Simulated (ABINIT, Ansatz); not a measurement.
Planning a run of ABINIT 10.8.3 on Cs2H6Pt (Fm-3m). The input:

```
acell 3*1.0 Angstrom
rprim 
  0.000000000000 4.486174700000 4.486174700000
  4.486174700000 0.000000000000 4.486174700000
  4.486174700000 4.486174700000 0.000000000000
ntypat 3
znucl 55 1 78
natom 9
typat 1 1 2 2 2 2 2 2 3
xred 
  0.750000000000 0.750000000000 0.750000000000
  0.250000000000 0.250000000000 0.250000000000
  0.816861770000 0.816861770000 0.183138230000
  0.183138230000 0.816861770000 0.183138230000
  0.816861770000 0.183138230000 0.183138230000
  0.183138230000 0.183138230000 0.816861770000
  0.816861770000 0.183138230000 0.816861770000
  0.183138230000 0.816861770000 0.816861770000
  0.000000000000 0.000000000000 0.000000000000
pp_dirpath "pseudos"
pseudos "Cs.upf, H.upf, Pt.upf"
ecut 34
ngkpt 2 2 2
nshiftk 1
shiftk 0 0 0
kptopt 1
chksymbreak 0
istwfk *1
occopt 1
irdwfk 1
optdriver 3
nband 314
ecuteps 6.5
inclvkb 2
awtr 1
symchi 1
indata_prefix "in"
outdata_prefix "out"
tmpdata_prefix "tmp"
```

```sh
OMP_NUM_THREADS=1 mpirun -n 4 abinit run.abi > log
```

**Question.** How long will it take on 4 MPI ranks of Arm Neoverse V1, shared host, and how much memory?

It took 2.1 min; on shared hardware allow 62 s to 4.1 min. Peak host memory was 3.1 GiB.

[Paths, hosts, dates, memory and timing lines, banners, echoed tables and standing remarks are left out of the program output.]

[Logs are printed without paths, hosts, clocks, repeated set-up lines and the standing remarks that a program may print on its own settings, such as how far it seeks lower states.]

[Runs of the session that timed out or met a known fault of the program may be left out.]

[Hosts, paths, dates, database ids (printed as entryN), source tags and the programs' standing remarks are cut or masked in the printed files.]

[G0W0 gaps are taken among the corrected bands and points alone; a level outside them can change the order at an edge.]

[Where Ansatz stands beside ABINIT at settings called matched, ABINIT's density can come from a denser mesh and the files from another edition; pairs whose starting gaps differed by over 0.03 eV were left out, so agreement reads better than it is.]
